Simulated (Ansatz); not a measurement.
## A hypothetical structure for AlAsS4

Starting from a made-up structure for AlAsS4, the aim is the relaxed cell, its shortest contacts and, where a second run follows, its electronic structure.

Calculated with Ansatz 0.2.0; DFT, PBEsol, plane-wave PAW, files of the set soft_1, scalar-relativistic, no spin, cell and ions relaxed at zero pressure; PAW set soft_1, in the first sound run; inputs show where later runs differ.

## 1. Starting point

The structure is tetragonal, space group I-4m2 (No. 119). Conventional cell: a = 4.826 Å, b = 4.826 Å, c = 12.421 Å, α = 90.00°, β = 90.00°, γ = 90.00°. As has 6 S at 2.53 to 2.64 Å nearest. S has 1 Al at 2.34 Å and 2 As at 2.53 Å nearest. S has 2 Al at 2.46 Å and 1 As at 2.64 Å nearest. Nearest to Al lie 6 S at 2.34 to 2.46 Å. Farther neighbours and most contacts between anions are not listed.

## 2. Relaxing cell and atoms

The guess takes its coordinates from another compound and its volume from a rule, so the cell and any free coordinates are relaxed together.

File input.yaml:

```yaml
crystal:
  lattice:
    - [-2.413, 2.413, 6.2105]
    - [2.413, -2.413, 6.2105]
    - [2.413, 2.413, -6.2105]
  atoms:
    - { symbol: As, position: [0.0, 0.0, 0.0] }
    - { symbol: S, position: [0.5616, 0.0616, 0.5] }
    - { symbol: S, position: [0.7874, 0.7874, 0.0] }
    - { symbol: S, position: [0.2126, 0.2126, 0.0] }
    - { symbol: S, position: [0.9384, 0.4384, 0.5] }
    - { symbol: Al, position: [0.75, 0.25, 0.5] }
kpoints:
  mp_grid: { grid: [8, 8, 8] }
scf:
  occupations: { method: fermi_dirac, width: 0.05 }
hamiltonian:
  xc: pbesol
  pseudopotentials: { kind: paw, azcp: { folder: soft_1 }, xc_functional: pbe }
relax:
  f_tol: 0.015
  max_steps: 70
  cell: {}
output:
  forces: true
  stress: true
```

Started as:

```
$ ansatz run input.yaml --threads 4 --pin off --max-ram 10240MiB --backend cpu --events-out ev --progress --plain --runs-dir out
```

Numbers of over 12 decimals in the logs are rounded to 6 here.

Log:

```text
basis.fft_grid_basis auto: the FFT boxes are laid along the combinations [[1, 0, 1], [0, 1, 1], [0, 0, 1]] of the cell's own vectors, 4.826, 4.826 and 7.086 Å long. The dense box has 36×36×48 points. Along the cell's own vectors, as sized, it would have 48×48×48, 1.78 times as many. Of the 8 symmetry operations that the crystal satisfies within crystal.symmetry.tolerance (time reversal apart; of a slab, those that ke [...]
Engine: ansatz 0.2.0, x86_64-unknown-linux-gnu
Pseudopotentials: kind: paw
Pseudopotential: As, paw, valence charge 15, recommended cutoff 420 eV (normal), soft_1/As.paw.azcp
Pseudopotential: S, paw, valence charge 6, recommended cutoff 420 eV (normal), soft_1/S.paw.azcp
Pseudopotential: Al, paw, valence charge 3, recommended cutoff 420 eV (normal), soft_1/Al.paw.azcp
Functional definition: PBEsol
  exchange = pbesol_x
  correlation = pbesol_c
Crystal: 6 atoms, lattice volume = 144.644 Å³
Basis set: ecut = 420 eV, 2801 PW (Γ), FFT grids on a1+a3, a2+a3, a3, exchange–correlation on 72×72×96 points (8 copies of the dense FFT grid, shifted against one another)
Bands: 27, of which v1, the nominal top of the filled ones, is band 21 counted from 1 (20 counted from 0)
Symmetry: 8 space group operations
Space group: I-4m2 (ITA 119), of the structure as read, at distance tolerance 5.2e-5 Å
k-points: 59 of 512 (time reversal used)
Non-local potential: As, projectors of the file, l = 0: 2, l = 1: 2, l = 2: 3, l = 3: 1
Non-local potential: S, projectors of the file, l = 0: 2, l = 1: 2, l = 2: 1
Non-local potential: Al, projectors of the file, l = 0: 2, l = 1: 2, l = 2: 1
PAW form: soft (Blöchl's): semilocal exchange-correlation on the pseudo side does not see the compensation charge
PAW frozen core: As, regenerated for the run's functional, and the local potential with it (the file was generated under x = pbe(κ = 0.804, μ = 0.219515), c = pbe(β = 0.066725))
PAW frozen core: S, regenerated for the run's functional, and the local potential with it (the file was generated under x = pbe(κ = 0.804, μ = 0.219515), c = pbe(β = 0.066725))
PAW frozen core: Al, regenerated for the run's functional, and the local potential with it (the file was generated under x = pbe(κ = 0.804, μ = 0.219515), c = pbe(β = 0.066725))
PAW one-centre angular grid: As, 590 points (default); XC on 64 Gauss nodes
PAW one-centre angular grid: S, 110 points (default); XC on 64 Gauss nodes
PAW one-centre angular grid: Al, 110 points (default); XC on 64 Gauss nodes
Initial density: superposition of atomic densities (chi_scale 0.1, normalization cell, long waves kept (reshape's long-wave potential 0.02 eV rms))
Initial wavefunctions: pseudopotential atomic-orbital guess
Functional: x = pbesol(κ = 0.804, μ = 0.123457), c = pbesol(β = 0.046)
SCF iter   1: F=—  HF=-8877.938522 eV  |F-HF|=—  |Δ(HF+E_count)|=         —  Δρ=3.12e-2  dr2=1.86e0  ethr=3.10e-3  ⟨swp⟩=7.7  Hψ=8650  notcnv=0  defer=15
preconditioner: auto → LDOS  [metal: Δε(μ)=0.015 eV  Ē_g=8.805 eV  σ=0.050 eV  W_gap=0.08  n_scr=32 (ndim 8)  ℏωp=17.5 eV  f_vac=0.052  D(μ)=5.70/eV (n_scr^D=36)  β→1.0]
SCF iter   2: F=—  HF=-8877.584363 eV  |F-HF|=—  |Δ(HF+E_count)|=   3.54e-1  Δρ=9.57e-3  dr2=1.31e-1  ethr=3.10e-3  ⟨swp⟩=3.3  Hψ=3189  notcnv=0  defer=59
SCF iter   3: F=—  HF=-8877.554914 eV  |F-HF|=—  |Δ(HF+E_count)|=   2.94e-2  Δρ=3.52e-3  dr2=3.03e-2  ethr=3.12e-4  ⟨swp⟩=3.0  Hψ=3304  notcnv=0  defer=59
SCF iter   4: F=—  HF=-8877.546821 eV  |F-HF|=—  |Δ(HF+E_count)|=   8.09e-3  Δρ=1.38e-3  dr2=5.56e-3  ethr=7.21e-5  ⟨swp⟩=2.0  Hψ=2851  notcnv=0  defer=59
SCF iter   5: F=—  HF=-8877.545953 eV  |F-HF|=—  |Δ(HF+E_count)|=   8.68e-4  Δρ=2.92e-4  dr2=2.49e-4  ethr=1.32e-5  ⟨swp⟩=2.4  Hψ=2525  notcnv=0  defer=59
SCF iter   6: F=—  HF=-8877.545899 eV  |F-HF|=—  |Δ(HF+E_count)|=   5.39e-5  Δρ=1.21e-4  dr2=5.53e-5  ethr=5.93e-7  ⟨swp⟩=2.7  Hψ=2699  notcnv=0  defer=59
SCF iter   7: F=—  HF=-8877.545880 eV  |F-HF|=—  |Δ(HF+E_count)|=   1.95e-5  Δρ=4.71e-5  dr2=7.80e-6  ethr=1.32e-7  ⟨swp⟩=2.1  Hψ=2855  notcnv=0  defer=58
SCF iter   8: F=—  HF=-8877.545879 eV  |F-HF|=—  |Δ(HF+E_count)|=   9.71e-7  Δρ=1.04e-5  dr2=3.26e-7  ethr=1.86e-8  ⟨swp⟩=1.0  Hψ=1534  notcnv=0  defer=58
SCF iter   9: F=-8877.545879 eV  HF=-8877.545879 eV  |F-HF|=9.49e-9  |Δ(HF+E_count)|=   2.43e-8  Δρ=2.76e-6  dr2=2.62e-8  ethr=2.38e-10  ⟨swp⟩=5.0  Hψ=6234  notcnv=0
SCF 1 converged in 9 iterations: F = -8877.545879 eV  dr2 = 2.62e-8
  greatest PAW one-centre occupation: 0.999 electrons in one spin orbital (limit 2), on the As atom at site 0 (counted from 0), in its partial waves of l = 2
relax step   1: F+E_penalty+E_count = -8877.54587863 eV  Δ(F+E_penalty+E_count) = +0.000e0 eV  max|allowed force component| = 6.224e-1 eV/Å  Δτ_max = 0.0000 Å  P = -5.707 GPa  Ω = 144.644 Å³  (9 SCF iters, dr2 threshold 1.00e-7 eV, accepted)
Crystal: 6 atoms, lattice volume = 131.876 Å³
Basis set: ecut = 420 eV, 2571 PW (Γ), FFT grids on a1+a3, a2+a3, a3, exchange–correlation on 72×72×96 points (8 copies of the dense FFT grid, shifted against one another)
Initial density: handed on by an earlier stage of this run
Initial wavefunctions: those handed on with the density
iter 1 solved again at ethr=1.79e-4 eV; its pass at ethr=3.10e-3 eV (dr2=7.52e-2 eV) is discarded
SCF iter   1: F=—  HF=-8878.058649 eV  |F-HF|=—  |Δ(HF+E_count)|=         —  Δρ=8.09e-3  dr2=7.40e-2  ethr=1.79e-4  ⟨swp⟩=2.4  Hψ=10953  notcnv=0
preconditioner: auto → LDOS  [metal: Δε(μ)=0.034 eV  Ē_g=9.218 eV  σ=0.050 eV  W_gap=0.17  n_scr=32 (ndim 8)  ℏωp=18.3 eV  f_vac=0.045  D(μ)=4.67/eV (n_scr^D=32)  β→1.0]
SCF iter   2: F=—  HF=-8878.043819 eV  |F-HF|=—  |Δ(HF+E_count)|=   1.48e-2  Δρ=2.86e-3  dr2=7.76e-3  ethr=1.76e-4  ⟨swp⟩=2.7  Hψ=2887  notcnv=0
SCF iter   3: F=—  HF=-8878.042556 eV  |F-HF|=—  |Δ(HF+E_count)|=   1.26e-3  Δρ=7.30e-4  dr2=9.74e-4  ethr=1.85e-5  ⟨swp⟩=2.0  Hψ=2845  notcnv=0
SCF iter   4: F=—  HF=-8878.042309 eV  |F-HF|=—  |Δ(HF+E_count)|=   2.47e-4  Δρ=2.95e-4  dr2=1.99e-4  ethr=2.32e-6  ⟨swp⟩=2.0  Hψ=2828  notcnv=0
SCF iter   5: F=—  HF=-8878.042293 eV  |F-HF|=—  |Δ(HF+E_count)|=   1.62e-5  Δρ=7.66e-5  dr2=1.80e-5  ethr=4.73e-7  ⟨swp⟩=3.0  Hψ=2654  notcnv=0
SCF iter   6: F=—  HF=-8878.042293 eV  |F-HF|=—  |Δ(HF+E_count)|=   1.47e-7  Δρ=2.56e-5  dr2=1.76e-6  ethr=4.30e-8  ⟨swp⟩=2.9  Hψ=2826  notcnv=0
SCF iter   7: F=-8878.042292 eV  HF=-8878.042292 eV  |F-HF|=1.58e-7  |Δ(HF+E_count)|=   3.30e-7  Δρ=8.51e-6  dr2=2.02e-7  ethr=1.43e-9  ⟨swp⟩=5.0  Hψ=6581  notcnv=0
SCF 2 converged in 7 iterations: F = -8878.042292 eV  dr2 = 2.02e-7
[...]
SCF iter   2: F=—  HF=-8878.184997 eV  |F-HF|=—  |Δ(HF+E_count)|=   1.58e-2  Δρ=3.46e-3  dr2=1.39e-2  ethr=1.73e-4  ⟨swp⟩=3.1  Hψ=3117  notcnv=0
SCF iter   3: F=—  HF=-8878.181648 eV  |F-HF|=—  |Δ(HF+E_count)|=   3.35e-3  Δρ=7.28e-4  dr2=9.08e-4  ethr=3.30e-5  ⟨swp⟩=2.0  Hψ=3045  notcnv=0
SCF iter   4: F=—  HF=-8878.181386 eV  |F-HF|=—  |Δ(HF+E_count)|=   2.61e-4  Δρ=1.80e-4  dr2=5.24e-5  ethr=2.16e-6  ⟨swp⟩=2.0  Hψ=2845  notcnv=0
SCF iter   5: F=—  HF=-8878.181420 eV  |F-HF|=—  |Δ(HF+E_count)|=   3.37e-5  Δρ=4.55e-5  dr2=3.80e-6  ethr=1.25e-7  ⟨swp⟩=3.0  Hψ=3171  notcnv=0
SCF iter   6: F=-8878.181421 eV  HF=-8878.181421 eV  |F-HF|=4.23e-7  |Δ(HF+E_count)|=   1.29e-6  Δρ=1.40e-5  dr2=3.31e-7  ethr=1.43e-9  ⟨swp⟩=6.0  Hψ=7118  notcnv=0
SCF 3 converged in 6 iterations: F = -8878.181421 eV  dr2 = 3.31e-7
relax step   3: F+E_penalty+E_count = -8878.18142103 eV  Δ(F+E_penalty+E_count) = -1.391e-1 eV  max|allowed force component| = 2.649e-1 eV/Å  Δτ_max = 0.1121 Å  P = +1.170 GPa  Ω = 123.764 Å³  energy of the carried Pulay correction = +2.479e-3 eV  (6 SCF iters, dr2 threshold 6.00e-7 eV, accepted)
[...]
relax step   4: F+E_penalty+E_count = -8878.22888674 eV  Δ(F+E_penalty+E_count) = -4.747e-2 eV  max|allowed force component| = 1.618e-1 eV/Å  Δτ_max = 0.0597 Å  P = +0.381 GPa  Ω = 124.066 Å³  energy of the carried Pulay correction = +2.441e-3 eV  (6 SCF iters, dr2 threshold 6.00e-7 eV, accepted)
[...]
relax step   5: F+E_penalty+E_count = -8878.29341436 eV  Δ(F+E_penalty+E_count) = -6.453e-2 eV  max|allowed force component| = 1.369e-1 eV/Å  Δτ_max = 0.1411 Å  P = +0.141 GPa  Ω = 121.751 Å³  energy of the carried Pulay correction = +2.739e-3 eV  (6 SCF iters, dr2 threshold 6.00e-7 eV, accepted)
[...]
relax step   6: F+E_penalty+E_count = -8878.30085799 eV  Δ(F+E_penalty+E_count) = -7.444e-3 eV  max|allowed force component| = 3.325e-2 eV/Å  Δτ_max = 0.0561 Å  P = -0.451 GPa  Ω = 121.128 Å³  energy of the carried Pulay correction = +2.820e-3 eV  (5 SCF iters, dr2 threshold 6.00e-7 eV, accepted)
[...]
relax step   7: F+E_penalty+E_count = -8878.30330872 eV  Δ(F+E_penalty+E_count) = -2.451e-3 eV  max|allowed force component| = 2.236e-2 eV/Å  Δτ_max = 0.0153 Å  P = -0.232 GPa  Ω = 120.371 Å³  energy of the carried Pulay correction = +2.919e-3 eV  (6 SCF iters, dr2 threshold 6.00e-7 eV, accepted)
[...]
relax step   8: F+E_penalty+E_count = -8878.30406178 eV  Δ(F+E_penalty+E_count) = -7.531e-4 eV  max|allowed force component| = 1.308e-2 eV/Å  Δτ_max = 0.0112 Å  P = -0.007 GPa  Ω = 119.708 Å³  energy of the carried Pulay correction = +3.007e-3 eV  (6 SCF iters, dr2 threshold 2.61e-7 eV, accepted)
Basis set: ecut = 420 eV, 2341 PW (Γ), FFT grids on a1+a3, a2+a3, a3, exchange–correlation on 72×72×90 points (8 copies of the dense FFT grid, shifted against one another)
Initial wavefunctions: pseudopotential atomic-orbital guess (no wavefunctions were taken with the density)
iter 1 solved again at ethr=3.20e-6 eV; its pass at ethr=3.10e-3 eV (dr2=1.35e-3 eV) is discarded
SCF iter   1: F=—  HF=-8878.302291 eV  |F-HF|=—  |Δ(HF+E_count)|=         —  Δρ=1.22e-4  dr2=2.03e-6  ethr=3.20e-6  ⟨swp⟩=3.1  Hψ=13047  notcnv=0
eigensolver tolerance schedule: the retry pair's looser diagonalisation over-reported the residual by 662.47 of it (diagonalisation noise at 2.18 of the residual, at the tolerance the schedule requests for it); recorded, not acted on — ethr = c·dr2/N_el stays at c = 1.0e-1
preconditioner: auto → Kerker (q_TF=auto, 2.291 Å⁻¹)  [metal: Δε(μ)=0.008 eV  Ē_g=9.507 eV  σ=0.050 eV  W_gap=0.04  n_scr=30 (ndim 8)  ℏωp=19.2 eV  f_vac=0.009  D(μ)=3.49/eV (n_scr^D=30)]
SCF iter   2: F=—  HF=-8878.302292 eV  |F-HF|=—  |Δ(HF+E_count)|=   1.15e-6  Δρ=6.61e-5  dr2=7.41e-7  ethr=4.83e-9  ⟨swp⟩=3.2  Hψ=3263  notcnv=0
SCF iter   3: F=—  HF=-8878.302294 eV  |F-HF|=—  |Δ(HF+E_count)|=   2.20e-6  Δρ=1.20e-5  dr2=3.40e-8  ethr=1.76e-9  ⟨swp⟩=2.2  Hψ=2861  notcnv=0
SCF iter   4: F=—  HF=-8878.302294 eV  |F-HF|=—  |Δ(HF+E_count)|=   4.19e-8  Δρ=2.15e-6  dr2=3.77e-9  ethr=8.09e-11  ⟨swp⟩=2.4  Hψ=2588  notcnv=0
SCF iter   5: F=—  HF=-8878.302294 eV  |F-HF|=—  |Δ(HF+E_count)|=   1.97e-9  Δρ=6.38e-7  dr2=1.11e-9  ethr=8.99e-12  ⟨swp⟩=2.2  Hψ=2742  notcnv=0
SCF iter   6: F=—  HF=-8878.302294 eV  |F-HF|=—  |Δ(HF+E_count)|=  4.69e-10  Δρ=3.07e-7  dr2=3.22e-10  ethr=2.63e-12  ⟨swp⟩=2.9  Hψ=2942  notcnv=0
SCF iter   7: F=-8878.302294 eV  HF=-8878.302294 eV  |F-HF|=0.00e0  |Δ(HF+E_count)|=  1.02e-10  Δρ=7.39e-8  dr2=1.03e-11  ethr=1.00e-12  ⟨swp⟩=4.0  Hψ=6807  notcnv=0
SCF 9 converged in 7 iterations: F = -8878.302294 eV  dr2 = 1.03e-11
relax step   9: F+E_penalty+E_count = -8878.30229411 eV  Δ(F+E_penalty+E_count) = +1.768e-3 eV  max|allowed force component| = 1.320e-2 eV/Å  Δτ_max = 0.0000 Å  P = -0.011 GPa  Ω = 119.708 Å³  stress off target by 2.33e-2 GPa  SCF on the basis re-selected at this cell (its energy is not comparable with the rows above)  (7 SCF iters)
basis re-selected at this cell: Δ(F+E_penalty+E_count) = +1.768e-3 eV, ΔP = -0.005 GPa vs the last step (what re-selecting the basis moved, of the pressure what is left beyond the Pulay correction that the steps carried, after the strain that the cell walked since its last selection, with what the two solves' SCF thresholds leave and, on support functions, any second-order correction that the steps lacked; it is no measure of the basis error at this ecutwfc). The dense FFT grid was sized anew with the basis: this SCF ran on 36×36×45 points, the steps before it on 36×36×48, so part of this shift can come from that change (see relax.cell in the input reference). [rest of the remark cut]
SCF converged after 7 iterations
Free energy (F): -8878.302294 eV
Harris-Foulkes:  -8878.302294 eV  (|F-HF|=0.00e0)
Internal energy: -8878.273031 eV  (E = F + TS)
E sigma→0 (E₀):  -8878.287662 eV
Entropy (-TS):   -0.029264 eV (-4.877 meV/atom)
Fermi energy:    5.837552 eV
--- Per-component energies (eV) ---
  E_band       = -303.368039
  E_kinetic    = 542.638836
  E_local      = -3228.725194  (includes V_loc(G=0)·N_el)
  E_nonlocal   = -241.472380
  E_hartree    = 1607.506590
  E_xc         = -458.409693
  E_vxc        = -432.185701  (∫ρ·V_xc dr)
  E_paw        = -4798.565529  (= ΣΔE_a)
  E_vpaw       = -158.636733  (= ΣTr[D̂ρ^β])
  E_aug_tail   = -0.000009  (compensation charges beyond the density's cutoff)
  E_ewald      = -2302.479018
  E_core_change = 1.233367  (= ΣΔE_core)
  E_smearing   = -0.029264  (= −TS)
  E_closure    = 0.000000  (closes the sum)
  Σ components = -8878.302294   (vs F -8878.302294, Δ=0.00e0)
--- Forces (eV/Å), atoms counted from 1 ---
  atom   1  As     0.00000000     0.00000000    -0.00000000
  atom   2  S     -0.00000000     0.00000000     0.00671244
  atom   3  S      0.00000000     0.00000000    -0.01320294
  atom   4  S      0.00000000     0.00000000     0.01320294
  atom   5  S     -0.00000000    -0.00000000    -0.00671244
  atom   6  Al    -0.00000000     0.00000000    -0.00000000
  max |Σ_I F_I| component: 1.52e-16 eV/Å
--- Stress (GPa, compression-positive) ---
       -0.023278       0.000000      -0.000000
        0.000000      -0.023278       0.000000
       -0.000000       0.000000       0.012589
  P = ⅓ Tr σ = -0.0113 GPa (-0.113 kbar)
--- Relaxed structure (8 steps of the walk, 8 accepted, 1 SCFs on fresh bases) ---
  F+E_penalty+E_count = -8878.30229411 eV   max|allowed force component| = 1.320e-2 eV/Å   (the final SCF, on the basis selected at the relaxed cell)
  cell:  # Å, volume = 119.7080 Å³
    - [-2.420553, 2.420553, 5.107804]
    - [2.420553, -2.420553, 5.107804]
    - [2.420553, 2.420553, -5.107804]
  atoms:
    - { symbol: As, position: [0, 0, 0] }
    - { symbol: S, position: [0.526041, 0.026041, 0.5] }
    - { symbol: S, position: [0.770238, 0.770238, 0] }
    - { symbol: S, position: [0.229762, 0.229762, 0] }
    - { symbol: S, position: [0.973959, 0.473959, 0.5] }
    - { symbol: Al, position: [0.750000, 0.250000, 0.500000] }
```

Run time: 28 s. Hardware: 4 threads of INTEL XEON PLATINUM 8581C at 2.10GHz (Emerald Rapids), shared host; peak memory 0.57 GiB; 1.8 min of CPU time.

The steps of the relaxation:

| step | energy less that of the first step (eV) | largest force component (eV/Å) | pressure (GPa) | volume (Å³) |
| --- | --- | --- | --- | --- |
| 1 | 0.0000 | 0.6224 | -5.71 | 144.64 |
| 2 | -0.4964 | 0.3095 | -2.39 | 131.88 |
| 3 | -0.6355 | 0.2649 | 1.17 | 123.76 |
| 4 | -0.6830 | 0.1618 | 0.38 | 124.07 |
| 5 | -0.7475 | 0.1369 | 0.14 | 121.75 |
| 6 | -0.7550 | 0.0332 | -0.45 | 121.13 |
| 7 | -0.7574 | 0.0224 | -0.23 | 120.37 |
| 8 | -0.7582 | 0.0131 | -0.01 | 119.71 |
| 9* | -0.7564 | 0.0132 | -0.01 | 119.71 |

Relaxation steps marked * repeat the geometry before them on a plane-wave basis chosen anew for their cell, so energy and pressure can jump there.

The run keeps the 8 symmetry operations that it works with, so distortions that break them were not tested.

| cell as run | before | after | change |
| --- | --- | --- | --- |
| a (Å) | 7.086 | 6.149 | -13.2 % |
| b (Å) | 7.086 | 6.149 | -13.2 % |
| c (Å) | 7.086 | 6.149 | -13.2 % |
| α (°) | 140.18 | 133.63 | -4.7 % |
| β (°) | 140.18 | 133.63 | -4.7 % |
| γ (°) | 57.58 | 67.66 | +17.5 % |
| volume (Å³/atom) | 24.11 | 19.95 | -17.2 % |

The atoms that moved most (Å, as changes of fractional coordinates times the final cell):

| atom | dx | dy | dz | length |
| --- | --- | --- | --- | --- |
| S2 | 0.000 | 0.000 | -0.363 | 0.363 |
| S5 | 0.000 | 0.000 | 0.363 | 0.363 |
| S4 | 0.000 | 0.000 | 0.175 | 0.175 |
| S3 | 0.000 | 0.000 | -0.175 | 0.175 |

The relaxed structure:

```cif
data_structure
_symmetry_space_group_name_H-M 'P 1'
_symmetry_Int_Tables_number 1
_cell_length_a 6.1488
_cell_length_b 6.1488
_cell_length_c 6.1488
_cell_angle_alpha 133.635
_cell_angle_beta 133.635
_cell_angle_gamma 67.659
_cell_volume 119.71
loop_
_atom_site_label
_atom_site_type_symbol
_atom_site_fract_x
_atom_site_fract_y
_atom_site_fract_z
_atom_site_occupancy
As1 As 0.00000 0.00000 0.00000 1
S2 S 0.52604 0.02604 0.50000 1
S3 S 0.77024 0.77024 0.00000 1
S4 S 0.22976 0.22976 0.00000 1
S5 S 0.97396 0.47396 0.50000 1
Al6 Al 0.75000 0.25000 0.50000 1
```

Numbers from this step:

```
free energy             : -8878.3023 eV
energy at zero smearing : -8878.2877 eV
smearing term TS        : 0.02926 eV
Fermi energy            : 5.838 eV
electrons               : 42
symmetry operations     : 8
pressure                : -0.01132 GPa
```

The shortest distance of each pair, which need not be the same contact before and after:

| pair | guess (Å) | relaxed (Å) |
| --- | --- | --- |
| Al–S | 2.340 | 2.288 |
| As–S | 2.531 | 2.347 |
| S–S | 3.056 | 3.192 |
| Al–As | 3.933 | 3.519 |
| As–As | 4.826 | 4.841 |

The relaxation ends with a largest force component of 0.013 eV/Å and a pressure of -0.01 GPa.

(Continued in part 2 of 2.)

[Logs are printed without paths, hosts, clocks, repeated set-up lines and the standing remarks that a program may print on its own settings, such as how far it seeks lower states.]

[Hosts, paths, dates, database ids (printed as entryN), source tags and the programs' standing remarks are cut or masked in the printed files.]
